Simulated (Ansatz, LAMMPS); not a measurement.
**A faulty run on glassy 75Sc2O3-25SiO2 (mol %) (72 atoms)**

Program: Ansatz 0.2.0. The cell: 24 Sc, 4 Si and 44 O.

Contents of input.yaml:

```yaml
crystal:
  lattice:
    - [9.73579, 0.0, 0.0]
    - [0.0, 9.73579, 0.0]
    - [0.0, 0.0, 9.73579]
  atoms:
    - { symbol: Sc, position: [0.27496, 0.62585, 0.14846] }
    - { symbol: Sc, position: [0.83903, 0.95867, 0.98219] }
    - { symbol: Sc, position: [0.83659, 0.67037, 0.439] }
    - { symbol: Sc, position: [0.04166, 0.19325, 0.04556] }
    - { symbol: Sc, position: [0.66018, 0.38847, 0.38886] }
    - { symbol: Sc, position: [0.32683, 0.97424, 0.16499] }
    - { symbol: Sc, position: [0.99993, 0.62819, 0.97739] }
    - { symbol: Sc, position: [0.6355, 0.13733, 0.1685] }
    - { symbol: Sc, position: [0.19015, 0.54004, 0.51898] }
    - { symbol: Sc, position: [0.6215, 0.72786, 0.09917] }
    - { symbol: Sc, position: [0.35345, 0.12676, 0.85265] }
    - { symbol: Sc, position: [0.50935, 0.40377, 0.99354] }
    - { symbol: Sc, position: [0.46539, 0.39218, 0.65773] }
    - { symbol: Sc, position: [0.84731, 0.04294, 0.46785] }
    - { symbol: Sc, position: [0.8254, 0.44217, 0.71323] }
    - { symbol: Sc, position: [0.31571, 0.29649, 0.28681] }
    - { symbol: Sc, position: [0.17149, 0.44572, 0.82287] }
    - { symbol: Sc, position: [0.21327, 0.90244, 0.51419] }
    [... 48 atom lines left out ...]
    - { symbol: O, position: [0.99685, 0.20101, 0.44134] }
    - { symbol: O, position: [0.0034, 0.97709, 0.59336] }
    - { symbol: O, position: [0.42378, 0.78049, 0.20541] }
    - { symbol: O, position: [0.0648, 0.71641, 0.16783] }
    - { symbol: O, position: [0.50324, 0.6144, 0.96637] }
    - { symbol: O, position: [0.46295, 0.10095, 0.27611] }
kpoints:
  mp_grid: { grid: [1, 1, 1] }
hamiltonian:
  xc: pbe
scf:
  occupations: { method: fixed }
  max_iter: 50
output:
  forces: true
magnetization:
  spin_polarized: true
  initial_magnetization: 1
```

Run with:

```console
$ ansatz run input.yaml --threads 4 --pin off --max-ram 8192MiB --backend cpu --events-out ev --progress --plain --runs-dir out
```

The log of the run:

```text
Error: inconsistent input (scf.occupations.method, magnetization): a σ = 0 step fill (method: fixed, or a smearing width below the step floor) with no hard lock on the total moment puts the same N_el/2 bands in each spin channel, which gives a total moment of zero, but the starting moments sum to +1.0000 μB; [...]
```

Wall time 0.06 s (4 threads of Arm Neoverse V1, shared host); peak memory 0.077 GiB.

**Question.** What is wrong with this input, and how is it mended?

An impossible spin: magnetization = {"spin_polarized": true, "initial_magnetization": 1}.

The fix is to take out magnetization.

The program refused it before any cycle.

[Logs are printed without paths, hosts, clocks, repeated set-up lines and the standing remarks that a program may print on its own settings, such as how far it seeks lower states.]

[Hosts, paths, dates, database ids (printed as entryN), source tags and the programs' standing remarks are cut or masked in the printed files.]
